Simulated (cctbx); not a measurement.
# BaCeTl with cctbx, script by script

Library: cctbx 2025.11. The data are simulated by the first script.

## 1. Simulate the data

run.py:

```python
from cctbx import adptbx, crystal, miller, sgtbx, xray
from cctbx.array_family import flex
from iotbx.shelx import hklf
from scitbx import matrix
import scitbx.random

cs = crystal.symmetry(unit_cell=(8.707, 8.707, 5.278, 90, 90, 120), space_group_symbol='Hall: P -6 -2')  # P-62m
atoms = [  # label, site, U (iso, or U11 U22 U33 U12 U13 U23 in A^2), occupancy
    ("Tl1", (1/3, 2/3, 0.5), 0.0030, 1),
    ("Tl2", (0, 0, 0), 0.0030, 1),
    ("Ce1", (0, 0.4211, 0), 0.0032, 1),
    ("Ba1", (0, 0.7585, 0.5), 0.0031, 1),
]
xs = xray.structure(crystal_symmetry=cs)
for label, site, u, occ in atoms:
    u = adptbx.u_cif_as_u_star(cs.unit_cell(), u) if isinstance(u, tuple) else u
    xs.add_scatterer(xray.scatterer(label, site=site, u=u, occupancy=occ))
xs.set_inelastic_form_factors(0.71073, "sasaki")
xs.show_summary()
p1 = xs.expand_to_p1()
ms = miller.build_set(p1, anomalous_flag=True, d_min=0.7)
flex.set_random_seed(778977)
scitbx.random.set_random_seed(778977)
ms = ms.select(flex.random_double(ms.size()) < 0.7)
i = ms.structure_factors_from_scatterers(p1, algorithm="direct").f_calc().as_intensity_array().data()
i = i * 40000 / flex.max(i)
sig = flex.sqrt(i + flex.pow2(0.015 * i) + 8 ** 2)
noise = scitbx.random.variate(scitbx.random.normal_distribution())(i.size())
data = ms.array(data=i + sig * noise, sigmas=sig).set_observation_type_xray_intensity()
with open("data.hkl", "w") as f:
    data.export_as_shelx_hklf(f)
print("reflections written:", data.size(), " <I/sigma> = %.1f" % flex.mean(data.data() / data.sigmas()))
for h, a, b in list(data.sort("data"))[:12]:
    print("%4d%4d%4d %9.1f %7.1f" % (h + (a, b)))
```

```console
$ python run.py
```

```text
Number of scatterers: 4
At special positions: 4
Unit cell: (8.707, 8.707, 5.278, 90, 90, 120)
Space group: P -6 2 m (No. 189)
reflections written: 2946  <I/sigma> = 29.0
   0   0  -2   39763.3   632.5
   0   0   2   39732.1   632.5
   0   0  -4   23821.4   374.7
   0   0   4   23000.3   374.7
  -2   0  -1   14757.4   249.0
  -2   2   1   14660.0   249.0
  -2   2  -1   14527.8   249.0
  -2   0   1   14434.4   249.0
   0  -2  -1   14421.7   249.0
   0   3   0   12842.2   220.1
   0  -3   0   12580.1   220.1
  -3   3   0   12527.1   220.1
```

Run time: 0.25 s on 1 thread of Arm Neoverse V2, with other jobs on the host, peak memory 0.07 GiB.

## 2. Symmetry

run.py:

```python
from cctbx import crystal, sgtbx, statistics
from cctbx.array_family import flex
from iotbx.shelx import hklf

p1 = crystal.symmetry(unit_cell=(8.707, 8.707, 5.278, 90, 90, 120), space_group_symbol="P 1")
raw = hklf.reader(file_name="data.hkl").as_miller_arrays(crystal_symmetry=p1, anomalous=True)[0]
print(raw.size(), "reflections to d = %.3f A" % raw.d_min())
isig = raw.data() / raw.sigmas()
print("centring   violations  <I/sigma> of those")
best = "P"
for c in "ABCIRF":
    a = raw.customized_copy(space_group_info=sgtbx.space_group_info("Hall: %s 1" % c)).sys_absent_flags().data()
    m = flex.mean(isig.select(a))
    print("%5s %10d of %5d %8.1f" % (c, (isig.select(a) > 4).count(True), a.count(True), m))
    if (isig.select(a) > 4).count(True) < 0.01 * a.count(True):
        best = c
raw = raw.select(~raw.customized_copy(space_group_info=sgtbx.space_group_info("Hall: %s 1" % best)).sys_absent_flags().data())
isig = raw.data() / raw.sigmas()
rows = []
for s in sgtbx.space_group_symbol_iterator():
    g = sgtbx.space_group(s)
    if g.conventional_centring_type_symbol() != best or not g.is_compatible_unit_cell(p1.unit_cell(), 1e-3, 0.02):
        continue
    rows.append((s, g))
print("Laue class    unique    Rint  (classes that these axes allow; Friedel mates merged)")
rint = {}
for s, g in rows:
    laue = g.build_derived_patterson_group()
    key = laue.type().hall_symbol()
    if key not in rint:
        m = raw.customized_copy(space_group_info=laue.info(), anomalous_flag=False).merge_equivalents()
        rint[key] = m.r_int()
        print("%-14s %6d %7.3f" % (laue.type().lookup_symbol(), m.array().size(), m.r_int()))
floor = min(rint.values())
good = [(s, g) for s, g in rows if rint[g.build_derived_patterson_group().type().hall_symbol()] < 2 * floor + 0.03]
top = max(g.build_derived_patterson_group().order_z() for s, g in good)
print("space group    extra absences  I>4sigma  <I/sigma>")
for s, g in good:
    laue = g.build_derived_patterson_group()
    if laue.order_z() != top:
        continue
    a = raw.customized_copy(space_group_info=g.info()).sys_absent_flags().data()
    a &= ~raw.customized_copy(space_group_info=laue.info()).sys_absent_flags().data()
    bad = (isig.select(a) > 4).count(True)
    if bad <= 0.03 * a.count(True):
        print("%-16s %8d %10d %9s  %s" % (s.universal_hermann_mauguin(), a.count(True), bad, "%.1f" % flex.mean(isig.select(a)) if a.count(True) else "-", "centric" if g.is_centric() else "acentric"))
laue = max(good, key=lambda t: t[1].build_derived_patterson_group().order_z())[1].build_derived_patterson_group()
f = raw.customized_copy(space_group_info=laue.info(), anomalous_flag=False).merge_equivalents().array().eliminate_sys_absent().f_sq_as_f()
f.set_observation_type_xray_amplitude()
bins = max(3, min(8, f.size() // 12))
f.setup_binner(n_bins=bins)
w = statistics.wilson_plot(f, {e: n / laue.order_z() for e, n in {'Tl': 3.0, 'Ce': 3.0, 'Ba': 3.0}.items()}, e_statistics=True)
print("Wilson B = %.2f A^2   <|E^2-1|> = %.3f (0.968 centric, 0.736 acentric)   E^2>4: %.1f %%" % (w.wilson_b, w.mean_e_sq_minus_1, w.percent_e_sq_gt_2))
print("shell (A)         n   <I/sigma>")
m = raw.customized_copy(space_group_info=laue.info(), anomalous_flag=False).merge_equivalents().array().eliminate_sys_absent()
for b in m.setup_binner(n_bins=bins).range_used():
    sel = m.binner().selection(b)
    print("%5.2f - %4.2f %6d %8.1f" % (min(m.binner().bin_d_range(b)[0] if m.binner().bin_d_range(b)[0] > 0 else 99, 99), m.binner().bin_d_range(b)[1], sel.count(True), flex.mean((m.data() / m.sigmas()).select(sel))))
```

```console
$ python run.py
```

```text
2946 reflections to d = 0.700 A
centring   violations  <I/sigma> of those
    A       1389 of  1471     28.2
    B       1399 of  1480     28.3
    C       1460 of  1473     29.9
    I       1396 of  1473     28.3
    R       1907 of  1963     29.2
    F       2124 of  2212     28.8
Laue class    unique    Rint  (classes that these axes allow; Friedel mates merged)
P -1             1935   0.057
P 1 1 2/m        1147   0.053
P -3              711   0.055
P -3 1 m          397   0.057
P -3 m 1          423   0.057
P 6/m             394   0.057
P 6/m m m         251   0.058
space group    extra absences  I>4sigma  <I/sigma>
P 6 2 2                 0          0         -  acentric
P 6 m m                 0          0         -  acentric
P -6 m 2                0          0         -  acentric
P -6 2 m                0          0         -  acentric
P 6/m m m               0          0         -  centric
Wilson B = 0.40 A^2   <|E^2-1|> = 0.656 (0.968 centric, 0.736 acentric)   E^2>4: 0.0 %
shell (A)         n   <I/sigma>
 7.54 - 1.40     42     72.1
 1.40 - 1.11     33     66.7
 1.11 - 0.97     32     63.5
 0.97 - 0.88     28     56.7
 0.88 - 0.82     32     58.9
 0.82 - 0.77     26     61.0
 0.77 - 0.73     28     60.0
 0.73 - 0.70     30     48.6
```

Time: 0.27 s.

## 3. Charge flipping

run.py:

```python
import itertools
from cctbx import crystal, maptbx
from cctbx.array_family import flex
from iotbx.shelx import hklf
from smtbx.ab_initio import charge_flipping as cf

cs = crystal.symmetry(unit_cell=(8.707, 8.707, 5.278, 90, 90, 120), space_group_symbol='Hall: P -6 -2')  # P-62m
raw = hklf.reader(file_name="data.hkl").as_miller_arrays(crystal_symmetry=cs, anomalous=True)[0]
merged = raw.eliminate_sys_absent().merge_equivalents()
fo2 = merged.array().set_observation_type_xray_intensity()
f = fo2.average_bijvoet_mates().f_sq_as_f().resolution_filter(d_min=0.8)
p1 = f.expand_to_p1()
p1.setup_binner_counting_sorted(reflections_per_bin=max(40, p1.size() // 12))
work = p1.array(data=p1.data() / p1.amplitude_quasi_normalisations().data())
flex.set_random_seed(64661)
it = cf.weak_reflection_improved_iterator(delta=None, weak_reflection_fraction=0.3)
it.start(work, phases=flex.random_double(p1.size()) * 6.2832, f_000=0)
it.delta = 3 * it.rho_map.sigma()
print("cycle      R  skewness")
for n, st in enumerate(itertools.islice(it, 100)):
    if n % 8 == 0:
        print("%5d %6.3f %8.2f" % (n, st.r1_factor(), st.rho_map.skewness()))
rho = p1.phase_transfer(it.f_calc).fft_map().apply_volume_scaling()
polish = cf.low_density_elimination_iterator(constant_rho_c=rho.sigma())
polish.start(f_obs=p1, phases=it.f_calc, f_000=0)
for _ in range(8):
    next(polish)
print("origin shift          correlation  skewness")
maps = []
for fc, shift, cc in itertools.islice(cf.f_calc_symmetrisations(f, polish.f_calc, 0), 4):
    m = f.phase_transfer(fc).fft_map(symmetry_flags=maptbx.use_space_group_symmetry, resolution_factor=0.25).apply_sigma_scaling()
    maps.append((m.skewness(), cc, m))
    print("%6.3f %6.3f %6.3f %10.3f %9.2f" % (tuple(shift) + (cc, m.skewness())))
skew, cc, m = max((t for t in maps if t[1] > maps[0][1] - 0.04), key=lambda t: t[0])
print("taken: symmetry correlation %.3f, skewness %.2f" % (cc, skew))
peaks = m.peak_search(parameters=maptbx.peak_search_parameters(min_distance_sym_equiv=0.9, max_clusters=9)).all()
sps = cs.special_position_settings(min_distance_sym_equiv=0.5)
print("peak      x       y       z  mult  height/sigma")
for k, (x, h) in enumerate(zip(peaks.sites(), peaks.heights())):
    ss = sps.site_symmetry(x)
    print("Q%-3d %7.4f %7.4f %7.4f %4d %8.1f" % ((k + 1,) + tuple(t % 1 for t in ss.exact_site()) + (ss.multiplicity(), h)))
```

```console
$ python run.py
```

```text
cycle      R  skewness
    0  0.100     0.04
    8  0.069     0.01
   16  0.045     0.01
   24  0.045     0.01
   32  0.045     0.01
   40  0.045     0.01
   48  0.045     0.01
   56  0.045     0.01
   64  0.045     0.01
   72  0.045     0.01
   80  0.045     0.01
   88  0.045     0.01
   96  0.045     0.01
origin shift          correlation  skewness
 0.864  0.225  0.353      0.776      2.32
 0.675 -0.004  0.358      0.801      1.08
 0.100  0.074  0.357      0.772      1.60
 0.431  0.744  0.357      0.773      1.33
taken: symmetry correlation 0.776, skewness 2.32
peak      x       y       z  mult  height/sigma
Q1    0.3333  0.6667  0.5000    2     13.5
Q2    0.0000  0.0000  0.0000    1     10.1
Q3    0.0000  0.3279  0.0000    3      9.4
Q4    0.0000  0.7597  0.5000    3      5.2
Q5    0.0000  0.3457  0.5000    3      5.0
Q6    0.0000  0.5516  0.0977    6      4.8
Q7    0.0959  0.5066  0.0000    6      3.6
Q8    0.1312  0.2756  0.0000    6      3.2
Q9    0.1577  0.7567  0.5000    6      2.8
```

Time: 0.34 s.

This run holds a fault made on purpose: flipping threshold far too high.

## 4. Charge flipping

run.py, as its changes from the last script of this kind:

```diff
@@ -18 +18 @@
-it.delta = 3 * it.rho_map.sigma()
+it.delta = 1.2 * it.rho_map.sigma()
```

```console
$ python run.py
```

```text
cycle      R  skewness
    0  0.489     0.24
    8  0.456     1.53
   16  0.418     2.58
   24  0.396     3.03
   32  0.389     2.99
   40  0.387     3.21
   48  0.359     3.94
   56  0.313     4.49
   64  0.308     4.37
   72  0.301     4.38
   80  0.294     4.62
   88  0.287     4.59
   96  0.295     4.34
origin shift          correlation  skewness
 0.522  0.418  0.301      0.764      1.16
 0.524  0.415  0.057      0.758      1.26
 0.526  0.745  0.087      0.807      0.89
-0.005  0.950  0.470      0.752      1.51
taken: symmetry correlation 0.752, skewness 1.51
peak      x       y       z  mult  height/sigma
Q1    0.0000  0.3305  0.0000    3      9.0
Q2    0.0000  0.7431  0.0000    3      7.7
Q3    0.0000  0.0000  0.5000    1      6.9
Q4    0.0000  0.3479  0.5000    3      6.9
Q5    0.0716  0.6592  0.5000    6      3.7
Q6    0.0000  0.8263  0.5000    3      3.5
Q7    0.1636  0.3846  0.0000    6      3.4
Q8    0.2466  0.7172  0.4119   12      2.8
Q9    0.0000  0.4377  0.3301    6      2.8
```

Time: 0.35 s.

## 5. Refinement (model from the peaks)

run.py:

```python
import math
from cctbx import adptbx, crystal, maptbx, sgtbx, xray
from cctbx.array_family import flex
from cctbx.xray import observations
from iotbx.shelx import hklf
from scitbx.lstbx import normal_eqns_solving
from smtbx import absolute_structure, utils
from smtbx.refinement import constraints, least_squares

cs = crystal.symmetry(unit_cell=(8.707, 8.707, 5.278, 90, 90, 120), space_group_symbol='Hall: P -6 -2')  # P-62m
atoms = [  # label, site, U (iso, or U11 U22 U33 U12 U13 U23 in A^2), occupancy
    ("Ba1", (0, 0.3305, 0), 0.0200, 1),
    ("Tl1", (0, 0.7431, 0), 0.0200, 1),
    ("Ce1", (0, 0.3479, 0.5), 0.0200, 1),
]
xs = xray.structure(crystal_symmetry=cs)
for label, site, u, occ in atoms:
    u = adptbx.u_cif_as_u_star(cs.unit_cell(), u) if isinstance(u, tuple) else u
    xs.add_scatterer(xray.scatterer(label, site=site, u=u, occupancy=occ))
xs.set_inelastic_form_factors(0.71073, "sasaki")
raw = hklf.reader(file_name="data.hkl").as_miller_arrays(crystal_symmetry=cs, anomalous=True)[0]
merged = raw.eliminate_sys_absent().merge_equivalents()
fo2 = merged.array().set_observation_type_xray_intensity()
print("Rint %.3f, %d unique reflections to %.2f A" % (merged.r_int(), fo2.size(), fo2.d_min()))
for sc in xs.scatterers():
    sc.flags.set_grad_site(True)
    sc.flags.set_grad_u_aniso(sc.flags.use_u_aniso())
    sc.flags.set_grad_u_iso(sc.flags.use_u_iso())
obs = fo2.as_xray_observations()
extra = {}
rep = constraints.reparametrisation(xs, [], utils.connectivity_table(xs), **extra)
ls = least_squares.crystallographic_ls(obs, rep, weighting_scheme=least_squares.mainstream_shelx_weighting(a=0, b=0))
print("cycle     R1     wR2    GooF  max shift (A)")
for cycle in range(6):
    ls.build_up()
    r1, wr2, goof = ls.r1_factor(cutoff_factor=2)[0], ls.wR2(), ls.goof()
    old = xs.sites_cart()
    normal_eqns_solving.levenberg_marquardt_iterations(ls, n_max_iterations=3, tau=0.0001, step_threshold=1e-7)
    big = flex.max((xs.sites_cart() - old).norms())
    print("%4d %7.4f %7.4f %7.3f %9.5f" % (cycle + 1, r1, wr2, goof, big))
    ls.build_up(objective_only=True)
    if abs(ls.wR2() - wr2) < 5e-5 and big < 5e-4:
        break
ls.build_up()
print("final R1 %.4f wR2 %.4f GooF %.3f  parameters %d  data/parameter %.1f" % (ls.r1_factor(cutoff_factor=2)[0], ls.wR2(), ls.goof(), ls.n_parameters, fo2.size() / ls.n_parameters))
cov = ls.covariance_matrix_and_annotations()
su = dict(zip(cov.annotations, (math.sqrt(max(v, 0)) for v in cov.matrix.matrix_packed_u_diagonal())))
a2 = cs.unit_cell().reciprocal_parameters()[0] ** -2
print("atom        x        y        z      Ueq    occ   su(xyz)  su(Uiso or U11)")
for sc in xs.scatterers():
    s = max(su.get(sc.label + k, 0) for k in (".x", ".y", ".z"))
    npd = "" if sc.is_positive_definite_u(cs.unit_cell()) else "  NPD"
    print("%-5s %8.5f %8.5f %8.5f %8.4f %6.3f %8.5f %7.4f%s" % ((sc.label,) + sc.site + (sc.u_iso_or_equiv(cs.unit_cell()), sc.occupancy, s, su.get(sc.label + ".uiso", su.get(sc.label + ".u11", 0) * a2), npd)))
fo = fo2.f_sq_as_f()
fc = fo.structure_factors_from_scatterers(xs, algorithm="direct").f_calc()
diff = fo.f_obs_minus_f_calc(1 / math.sqrt(ls.scale_factor()), fc).average_bijvoet_mates()
m = diff.fft_map(symmetry_flags=maptbx.use_space_group_symmetry, resolution_factor=0.25).apply_volume_scaling()
print("difference map: max %.2f min %.2f rms %.2f" % (m.statistics().max(), m.statistics().min(), m.statistics().sigma()))
peaks = m.peak_search(parameters=maptbx.peak_search_parameters(min_distance_sym_equiv=0.6, max_clusters=6)).all()
near = xs.closest_distances(peaks.sites(), distance_cutoff=4)
sps = cs.special_position_settings(min_distance_sym_equiv=0.5)
for k, (x, h) in enumerate(zip(peaks.sites(), peaks.heights())):
    ss = sps.site_symmetry(x)
    print("Q%-3d %7.4f %7.4f %7.4f %4d %7.2f  %.2f A from %s" % ((k + 1,) + tuple(t % 1 for t in ss.exact_site()) + (ss.multiplicity(), h, near.smallest_distances[k], xs.scatterers()[near.i_seqs[k]].label)))
```

```console
$ python run.py
```

```text
Rint 0.020, 429 unique reflections to 0.70 A
cycle     R1     wR2    GooF  max shift (A)
   1  0.6178  0.9088  71.426   0.13065
   2  0.5195  0.8312  65.328   0.11030
   3  0.5114  0.8140  63.976   0.01807
   4  0.5298  0.8308  65.298   0.01367
   5  0.5139  0.8134  63.930   0.00554
   6  0.5132  0.8134  63.926   0.01254
final R1 0.5146 wR2 0.8136 GooF 63.942  parameters 6  data/parameter 71.5
atom        x        y        z      Ueq    occ   su(xyz)  su(Uiso or U11)
Ba1    0.00000  0.34776  0.00000   0.0001  1.000  0.00342  0.0050
Tl1    0.00000  0.71806  0.00000   0.0015  1.000  0.00198  0.0035
Ce1    0.00000  0.33421  0.50000   0.0001  1.000  0.00302  0.0048
difference map: max 286.05 min -224.37 rms 20.99
Q1    0.0000  0.7113  0.0000    3  299.56  0.06 A from Tl1
Q2    0.0000  0.3328  0.5000    3  191.94  0.01 A from Ce1
Q3    0.0000  0.5677  0.5000    3  144.23  2.03 A from Ce1
Q4    0.0000  0.3446  0.0000    3  115.58  0.03 A from Ba1
Q5    0.1160  0.8415  0.0000    6  110.59  1.04 A from Tl1
Q6    0.0000  0.4576  0.5000    3   96.21  1.07 A from Ce1
```

Time: 0.65 s.

Figures of merit this high mean that the model is still wrong or incomplete.

## 6. Charge flipping

run.py, as its changes from the last script of this kind:

```diff
@@ -13,3 +13,2 @@
-p1.setup_binner_counting_sorted(reflections_per_bin=max(40, p1.size() // 12))
-work = p1.array(data=p1.data() / p1.amplitude_quasi_normalisations().data())
-flex.set_random_seed(64661)
+work = p1
+flex.set_random_seed(64662)
@@ -20,2 +19,2 @@
-for n, st in enumerate(itertools.islice(it, 100)):
-    if n % 8 == 0:
+for n, st in enumerate(itertools.islice(it, 200)):
+    if n % 16 == 0:
```

```console
$ python run.py
```

```text
cycle      R  skewness
    0  0.502     0.34
   16  0.384     3.63
   32  0.300     4.60
   48  0.288     4.61
   64  0.290     4.41
   80  0.292     4.63
   96  0.300     4.43
  112  0.285     4.56
  128  0.303     4.63
  144  0.299     4.67
  160  0.284     4.74
  176  0.288     4.54
  192  0.285     4.54
origin shift          correlation  skewness
 0.052  0.881  0.158      0.817      0.60
 0.134  0.119  0.415      0.833      1.31
 0.367  0.983  0.302      0.799      0.69
 0.714  0.208  0.416      0.835      0.97
taken: symmetry correlation 0.833, skewness 1.31
peak      x       y       z  mult  height/sigma
Q1    0.0000  0.3557  0.5000    3      7.5
Q2    0.0000  0.9079  0.0000    3      6.7
Q3    0.2648  0.5712  0.5000    6      6.0
Q4    0.1301  0.2774  0.5000    6      4.9
Q5    0.0000  0.7947  0.2400    6      4.3
Q6    0.0000  0.1119  0.0000    3      4.3
Q7    0.2596  0.6219  0.0000    6      4.2
Q8    0.0000  0.8254  0.5000    3      4.2
Q9    0.0000  0.6855  0.1321    6      3.9
```

It took 0.38 s on 1 thread of Arm Neoverse V2 (shared host), peak memory 0.07 GiB.

[Logs are printed without paths, hosts, clocks, repeated set-up lines and the standing remarks that a program may print on its own settings, such as how far it seeks lower states.]
